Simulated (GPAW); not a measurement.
## A GW chain in GPAW: FeAs2 (Lollingite)

Wanted: ground state, empty states, screening and self-energy for FeAs2 (Lollingite).

Program: GPAW 26.7.0. Level of theory: LDA and many-body steps on it, plane waves. Results are calculated unless marked as measured.

**What was measured.**

- Gap 200 meV: transport activation gap from resistivity above 200 K; electrical resistivity, thermal activation fit; bulk crystal (single crystal grown by chemical vapor transport) (“Highly Dispersive Electron Relaxation and Colossal Thermoelectricity in the Correlated Semiconductor FeSb2”, 2013, arxiv:1309.3048).

This is a report of a sequence of runs, with most program output left out.

## 1. Set-up

It takes space group Pnnm (No. 58, orthorhombic). Conventional cell: a = 5.301 Å, b = 5.986 Å, c = 2.882 Å, α = 90.00°, β = 90.00°, γ = 90.00°. Nearest to Fe lie 6 As at 2.36 to 2.39 Å. Nearest to As lie 3 Fe at 2.36 to 2.39 Å and 1 As at 2.49 Å. Farther neighbours are not listed.

The cell and positions come from the Crystallography Open Database and are kept as given unless a step says otherwise.

## 2. Ground state

This step: GPAW 26.7.0; DFT, LDA, plane waves, PAW.

The ground-state density comes first.

Input file run.py:

```python
import json
import numpy as np
from gpaw.mpi import world
from ase import Atoms
from gpaw import GPAW, PW, FermiDirac

atoms = Atoms(['Fe', 'Fe', 'As', 'As', 'As', 'As'],
    cell=[[5.3012000000, 0.0000000000, 0.0000000000],
      [0.0000000000, 5.9858000000, 0.0000000000],
      [0.0000000000, 0.0000000000, 2.8822000000]],
    scaled_positions=[[0.0000000000, 0.0000000000, 0.0000000000],
      [0.5000000000, 0.5000000000, 0.5000000000],
      [0.1763000000, 0.3624000000, 0.0000000000],
      [0.8237000000, 0.6376000000, 0.0000000000],
      [0.6763000000, 0.1376000000, 0.5000000000],
      [0.3237000000, 0.8624000000, 0.5000000000]],
    pbc=(True, True, True))
calc = GPAW(mode=PW(600),
    xc='LDA',
    kpts={'size': (4, 4, 8), 'gamma': True},
    occupations=FermiDirac(0.001),
    nbands=-9,
    convergence={'density': 1e-6, 'bands': -3},
    maxiter=100,
    txt='gs.txt')
atoms.calc = calc
res = {'energy': atoms.get_potential_energy()}
kpts = calc.get_ibz_k_points()
res['kpts'] = kpts
res['eigenvalues'] = [calc.get_eigenvalues(kpt=k) for k in range(len(kpts))]
res['n_electrons'] = calc.get_number_of_electrons()
calc.write('gs.gpw')

if world.rank == 0:
    with open('result.json', 'w') as f:
        json.dump(res, f, default=lambda x: x.tolist())
```

Started as:

```
$ mpirun -n 4 gpaw python run.py
```

It took 36 s on 4 MPI ranks of Arm Neoverse V1, shared host; peak memory 0.81 GiB.

Numbers from this step:

| Property | Result |
| --- | --- |
| total energy | -44.10 eV |
| gap | 0.2645 eV |
| k of the valence top | 0, 0.5, 0.125 |
| k of the conduction bottom | 0, 0, 0.25 |
| least direct gap | 0.4265 eV |

The gap is indirect, with the least direct gap 0.16 eV higher.

## 3. Bands along the symmetry lines

The cheap functional maps the bands first; the places of the edges decide which points the dearer methods must see.

Input file run.py:

```python
import json
import numpy as np
from gpaw.mpi import world
from gpaw import GPAW

path = [[0.000000, 0.000000, 0.000000],
    [0.062500, 0.000000, 0.000000],
    [0.125000, 0.000000, 0.000000],
    [0.187500, 0.000000, 0.000000],
    [0.250000, 0.000000, 0.000000],
    [0.312500, 0.000000, 0.000000],
    [0.375000, 0.000000, 0.000000],
    [0.437500, 0.000000, 0.000000],
    [0.500000, 0.000000, 0.000000],
    [0.500000, 0.062500, 0.000000],
    [0.500000, 0.125000, 0.000000],
    [0.500000, 0.187500, 0.000000],
    [0.500000, 0.250000, 0.000000],
    [0.500000, 0.312500, 0.000000],
    [0.500000, 0.375000, 0.000000],
    [0.500000, 0.437500, 0.000000],
    [0.500000, 0.500000, 0.000000],
    [0.437500, 0.500000, 0.000000],
    [0.375000, 0.500000, 0.000000],
    [0.312500, 0.500000, 0.000000],
    [0.250000, 0.500000, 0.000000],
    [0.187500, 0.500000, 0.000000],
    [0.125000, 0.500000, 0.000000],
    [0.062500, 0.500000, 0.000000],
    [0.000000, 0.500000, 0.000000],
    [0.000000, 0.437500, 0.000000],
    [0.000000, 0.375000, 0.000000],
    [0.000000, 0.312500, 0.000000],
    [0.000000, 0.250000, 0.000000],
    [0.000000, 0.187500, 0.000000],
    [0.000000, 0.125000, 0.000000],
    [0.000000, 0.062500, 0.000000],
    [0.000000, 0.000000, 0.000000],
    [0.000000, 0.000000, 0.062500],
    [0.000000, 0.000000, 0.125000],
    [0.000000, 0.000000, 0.187500],
    [0.000000, 0.000000, 0.250000],
    [0.000000, 0.000000, 0.312500],
    [0.000000, 0.000000, 0.375000],
    [0.000000, 0.000000, 0.437500],
    [0.000000, 0.000000, 0.500000],
    [0.062500, 0.000000, 0.500000],
    [0.125000, 0.000000, 0.500000],
    [0.187500, 0.000000, 0.500000],
    [0.250000, 0.000000, 0.500000],
    [0.312500, 0.000000, 0.500000],
    [0.375000, 0.000000, 0.500000],
    [0.437500, 0.000000, 0.500000],
    [0.500000, 0.000000, 0.500000],
    [0.500000, 0.062500, 0.500000],
    [0.500000, 0.125000, 0.500000],
    [0.500000, 0.187500, 0.500000],
    [0.500000, 0.250000, 0.500000],
    [0.500000, 0.312500, 0.500000],
    [0.500000, 0.375000, 0.500000],
    [0.500000, 0.437500, 0.500000],
    [0.500000, 0.500000, 0.500000],
    [0.437500, 0.500000, 0.500000],
    [0.375000, 0.500000, 0.500000],
    [0.312500, 0.500000, 0.500000],
    [0.250000, 0.500000, 0.500000],
    [0.187500, 0.500000, 0.500000],
    [0.125000, 0.500000, 0.500000],
    [0.062500, 0.500000, 0.500000],
    [0.000000, 0.500000, 0.500000],
    [0.000000, 0.437500, 0.500000],
    [0.000000, 0.375000, 0.500000],
    [0.000000, 0.312500, 0.500000],
    [0.000000, 0.250000, 0.500000],
    [0.000000, 0.187500, 0.500000],
    [0.000000, 0.125000, 0.500000],
    [0.000000, 0.062500, 0.500000],
    [0.000000, 0.000000, 0.500000],
    [0.500000, 0.000000, 0.000000],
    [0.500000, 0.000000, 0.062500],
    [0.500000, 0.000000, 0.125000],
    [0.500000, 0.000000, 0.187500],
    [0.500000, 0.000000, 0.250000],
    [0.500000, 0.000000, 0.312500],
    [0.500000, 0.000000, 0.375000],
    [0.500000, 0.000000, 0.437500],
    [0.500000, 0.000000, 0.500000],
    [0.000000, 0.500000, 0.000000],
    [0.000000, 0.500000, 0.062500],
    [0.000000, 0.500000, 0.125000],
    [0.000000, 0.500000, 0.187500],
    [0.000000, 0.500000, 0.250000],
    [0.000000, 0.500000, 0.312500],
    [0.000000, 0.500000, 0.375000],
    [0.000000, 0.500000, 0.437500],
    [0.000000, 0.500000, 0.500000],
    [0.500000, 0.500000, 0.000000],
    [0.500000, 0.500000, 0.062500],
    [0.500000, 0.500000, 0.125000],
    [0.500000, 0.500000, 0.187500],
    [0.500000, 0.500000, 0.250000],
    [0.500000, 0.500000, 0.312500],
    [0.500000, 0.500000, 0.375000],
    [0.500000, 0.500000, 0.437500],
    [0.500000, 0.500000, 0.500000]]
calc = GPAW('gs.gpw').fixed_density(kpts=path,
    symmetry='off',
    nbands=28,
    convergence={'bands': 24},
    txt='bands.txt')
res = {}
kpts = calc.get_ibz_k_points()
res['kpts'] = kpts
res['eigenvalues'] = [calc.get_eigenvalues(kpt=k) for k in range(len(kpts))]
res['n_electrons'] = calc.get_number_of_electrons()

if world.rank == 0:
    with open('result.json', 'w') as f:
        json.dump(res, f, default=lambda x: x.tolist())
```

Started as:

```
$ mpirun -n 4 gpaw python run.py
```

Wall time 72 s (4 MPI ranks); peak memory 1 GiB.

This step gave:

| Property | Result |
| --- | --- |
| gap | 0.2335 eV |
| k of the valence top | 0, 0.5, 0.1875 |
| k of the conduction bottom | 0, 0, 0.3125 |
| least direct gap | 0.5751 eV |

The gap is 0.234 eV, −0.031 eV from the run before at this level.

The electronic bands at the labelled points (eV, zero at the top of the highest filled band):

```csv
point,band 15,band 16,band 17,band 18,band 19,band 20,band 21,band 22
Γ,-0.56,-0.21,-0.16,-0.07,1.61,2.47,4.21,4.72
halfway,-0.59,-0.33,-0.18,-0.10,1.90,2.97,3.43,4.11
X,-0.59,-0.59,-0.16,-0.16,3.16,3.16,3.60,3.60
halfway,-0.93,-0.93,-0.14,-0.14,2.06,2.06,4.34,4.34
S,-1.05,-1.05,-0.11,-0.11,1.33,1.33,4.33,4.33
halfway,-0.62,-0.62,-0.15,-0.15,1.77,1.77,3.93,3.93
Y,-0.24,-0.24,-0.20,-0.20,2.40,2.40,2.92,2.92
halfway,-0.54,-0.23,-0.18,-0.13,1.74,2.65,2.80,3.87
Γ,-0.56,-0.21,-0.16,-0.07,1.61,2.47,4.21,4.72
halfway,-0.71,-0.62,-0.60,-0.41,0.24,1.00,1.64,2.39
Z,-0.93,-0.93,-0.33,-0.33,0.52,0.52,1.86,1.86
halfway,-1.07,-1.07,-0.38,-0.38,0.64,0.64,1.77,1.77
U,-0.91,-0.91,-0.45,-0.45,0.78,0.78,1.76,1.76
halfway,-0.77,-0.77,-0.26,-0.26,0.71,0.71,1.95,1.95
R,-0.80,-0.80,-0.04,-0.04,0.55,0.55,2.44,2.44
halfway,-0.82,-0.82,-0.48,-0.48,0.52,0.52,1.72,1.72
T,-0.94,-0.94,-0.40,-0.40,0.49,0.49,0.86,0.86
halfway,-1.08,-1.08,-0.50,-0.50,0.52,0.52,1.41,1.41
Z,-0.93,-0.93,-0.33,-0.33,0.52,0.52,1.86,1.86
jump to X,-0.59,-0.59,-0.16,-0.16,3.16,3.16,3.60,3.60
halfway,-0.76,-0.76,-0.45,-0.45,1.45,1.45,1.93,1.93
U,-0.91,-0.91,-0.45,-0.45,0.78,0.78,1.76,1.76
jump to Y,-0.24,-0.24,-0.20,-0.20,2.40,2.40,2.92,2.92
halfway,-1.03,-1.03,-0.04,-0.04,0.76,0.76,2.31,2.31
T,-0.94,-0.94,-0.40,-0.40,0.49,0.49,0.86,0.86
jump to S,-1.05,-1.05,-0.11,-0.11,1.33,1.33,4.33,4.33
```

## 4. Empty states on the mesh, 4×4×6 mesh, 118 bands

The sums over transitions need many empty states on a uniform mesh; this step solves for them.

Input file run.py:

```python
import json
import numpy as np
from gpaw.mpi import world
from gpaw import GPAW

calc = GPAW('gs.gpw').fixed_density(kpts={'size': (4, 4, 6), 'gamma': True},
    nbands=137,
    convergence={'bands': 118},
    txt='nscf.txt')
calc.write('full.gpw', mode='all')
res = {}
kpts = calc.get_ibz_k_points()
res['kpts'] = kpts
res['eigenvalues'] = [calc.get_eigenvalues(kpt=k) for k in range(len(kpts))]
res['n_electrons'] = calc.get_number_of_electrons()

if world.rank == 0:
    with open('result.json', 'w') as f:
        json.dump(res, f, default=lambda x: x.tolist())
```

Started as:

```
$ mpirun -n 4 gpaw python run.py
```

Run time: 2.8 min. Hardware: 4 MPI ranks; peak memory 1.1 GiB.

This step gave:

* gap: 0.2474 eV
* k of the valence top: 0, 0.5, 0.1667
* k of the conduction bottom: 0, 0, 0.3333
* least direct gap: 0.4546 eV
* k points computed: 40
* lowest point of the top converged band, above the valence top: 47.45 eV

On this mesh the gap is 0.247 eV.

## 5. Screening and self-energy, 4×4×6 mesh, 108 bands, screening to 65 eV

G0W0 replaces the xc potential by the self-energy, built once from these orbitals. Only a window of levels is corrected, while the sums run over the empty bands that the input names.

This step: G0W0 on LDA, plane waves, PAW.

Input file run.py:

```python
import json
import numpy as np
from gpaw.mpi import world
from gpaw.response.g0w0 import G0W0

gw = G0W0('full.gpw',
    filename='gw',
    kpts=[0, 2, 6, 9],
    bands=(16, 20),
    ecut=65,
    nbands=108,
    integrate_gamma='WS',
    ppa=True)
gw.calculate()
res = {mode: {k: v for k, v in r.items() if k != 'sigma_eskwn'}
       for mode, r in gw.all_results.items()}

if world.rank == 0:
    with open('result.json', 'w') as f:
        json.dump(res, f, default=lambda x: x.tolist())
```

Started as:

```
$ mpirun -n 4 gpaw python run.py
```

Wall time 7.4 min (4 MPI ranks); peak memory 2 GiB; 29 min of CPU time.

Numbers from this step:

- G0W0 gap on the mesh: 0.6149 eV
- least direct G0W0 gap on the computed points: 0.7394 eV
- Z at the valence top: 0.7094
- Z at the conduction bottom: 0.6940
- starting gap on the mesh: 0.2474 eV
- k of the valence top: 0, 0.5, 0.1667
- k of the conduction bottom: 0, 0, 0.3333

The gap on the mesh goes from 0.25 eV to 0.61 eV, a correction of +0.37 eV.

Limits: finite bands, cutoff and mesh; no spin polarisation; d states lean on the start; no spin-orbit coupling; coarse k mesh. v1 is the top filled band, c1 the lowest empty one. Levels before and after the correction, in eV, zero at the valence-band top of each column:

```csv
,conduction bottom,valence top
Kohn-Sham,0.25,0.00
G0W0,0.61,0.00
```

```csv
,level,energy (eV)
Kohn-Sham,(0 0 0.333) v2,-0.653
Kohn-Sham,(0 0 0.333) v1,-0.329
Kohn-Sham,(0 0 0.333) c1,0.247
Kohn-Sham,(0 0 0.333) c2,0.613
Kohn-Sham,(0 0.5 0.167) v2-v1,0.000
Kohn-Sham,(0 0.5 0.167) c1-c2,1.331
G0W0,(0 0 0.333) v2,-0.613
G0W0,(0 0 0.333) v1,-0.125
G0W0,(0 0 0.333) c1,0.615
G0W0,(0 0 0.333) c2,0.899
G0W0,(0 0.5 0.167) v2-v1,0.000
G0W0,(0 0.5 0.167) c1-c2,1.496
```

## 6. Where the time went

Times are wall times on 4 MPI ranks of Arm Neoverse V1, shared host, good to a factor of about two.

```csv
step,time,share,memory (GiB)
ground state,36 s,5 %,0.81
bands along the symmetry lines,72 s,10 %,1
empty states on the mesh,2.8 min,24 %,1.1
screening and self-energy,7.4 min,61 %,2.0
```

## 7. What came out

| Property | Result |
| --- | --- |
| LDA gap | 0.23 eV, indirect |
| G0W0 gap on the mesh | 0.61 eV |
| GW settings | 4×4×6 mesh, 108 bands, screening to 65 eV, Godby-Needs plasmon pole |
| known limits | not at the basis limit; no spin polarisation; d states lean on the start; no spin-orbit coupling; coarse k mesh |

G0W0 moves the gap on the mesh from 0.25 eV to 0.61 eV (+0.37 eV), with Z of 0.71 and 0.69 at the edges. The dearest step here is «screening and self-energy». Against experiment, by G0W0@LDA: the gap of 0.60 eV lies +0.40 eV from the measured 200 meV (transport, 2013). The calculation has static nuclei and no excitons; a measured gap holds zero-point and thermal motion, which mostly lowers it. Bands and cutoff are finite, so the gap is not at the basis limit. The miss can reach some tenths of an eV and take either sign; the mesh is an error of its own. These stock PAW sets were not made for GW; the filled d or f shell of As lies in the frozen core, which bears on start and correction. The 4×4×6 mesh is coarse for this cell, which bears on the long-range parts of exchange and screening. The runs have no spin polarisation. For a closed low-spin shell that is the natural state; where a d or f shell is open it is a constraint, and the gap is then not the crystal's own. With d states at the gap, one-shot GW leans hard on its start. The many-body steps are scalar-relativistic: spin-orbit coupling is not in them.

[Paths, hosts, dates, memory and timing lines, banners, echoed tables and standing remarks are left out of the program output.]

[Logs are printed without paths, hosts, clocks, repeated set-up lines and the standing remarks that a program may print on its own settings, such as how far it seeks lower states.]

[Runs of the session that timed out or met a known fault of the program may be left out.]

[Hosts, paths, dates, database ids (printed as entryN), source tags and the programs' standing remarks are cut or masked in the printed files.]
